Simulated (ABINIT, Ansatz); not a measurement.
Records of electronic-structure calculations.

```
LiHS (Ama2): one start, several treatments of the self-energy
1.0
     6.15687    0.00000    0.00000
     0.00000    2.80920    2.75739
     0.00000   -2.80920    2.75739
Li H S
2 2 2
Direct
  0.50000 0.50166 0.50166
  0.00000 0.50166 0.50166
  0.25000 0.13309 0.98349
  0.75000 0.98349 0.13309
  0.75000 0.99876 0.47534
  0.25000 0.47534 0.99876
# method: RPA screening on PBEsol, plane waves, norm-conserving pseudopotentials (and 4 further levels or steps)
# program: ABINIT 10.8.3
# settings: cutoff 33 Ha, PseudoDojo scalar-relativistic 0.4.1 standard, norm-conserving, ngkpt (2, 2, 2), nband 73, ecuteps 4.2 Ha, gwcalctyp 2, nfreqre 16, nfreqim 8, inclvkb 2, freqremax 40 eV, spmeth 1, nomegasf 120, shiftk (0, 0, 0), symchi 1, awtr 1, frequency cd, 2×2×2 k-mesh
# cost: 9 runs, 3.1 min in all on 4 MPI ranks of Arm Neoverse N1, shared host
# notes: The program’s warnings: Min real frequency set to default [Ha] = and nkpt*nsppol () is not a multiple of nproc spkpt (). The cell and positions come from the Crystallography Open Database and are kept as given unless a step says otherwise. Static COHSEX lies above G0W0: it lacks the factor Z and overstates the Coulomb hole of the filled states. The 2×2×2 mesh is coarse for this cell, which bears on the long-range parts of exchange and screening.
# G0W0, Godby-Needs plasmon pole: 5.473 eV
# G0W0, Hybertsen-Louie plasmon pole: 5.589 eV
# G0W0, von der Linden-Horsch plasmon pole: 5.601 eV
# one-shot COHSEX: 6.694 eV
# one-shot Hartree-Fock: 10.870 eV
# G0W0, contour deformation: 5.453 eV
# known limits: short of the basis limit; coarse k mesh
```

[Long decimals in the printed logs are rounded to 6 places.]

[Logs are printed without paths, hosts, clocks, repeated set-up lines and the standing remarks that a program may print on its own settings, such as how far it seeks lower states.]

[Paths, hosts, dates, memory and timing lines, banners, echoed tables and standing remarks are left out of the program output; an Ansatz launch command may be rebuilt from the run's recorded settings. Measured values are a selection of at most five: reports struck by readers or far from the other reports are left out. None is set beside runs whose start may be inverted or whose files or cutoffs have a known fault.]

[Runs of the session that timed out or met a known fault of the program may be left out.]

[Hosts, paths, dates, database ids (printed as entryN), source tags and the programs' standing remarks are cut or masked in the printed files.]

[G0W0 gaps are taken among the corrected bands and points alone; a level outside them can change the order at an edge.]

[Where Ansatz stands beside ABINIT at settings called matched, ABINIT's density can come from a denser mesh and the files from another edition; pairs whose starting gaps differed by over 0.03 eV were left out, so agreement reads better than it is.]
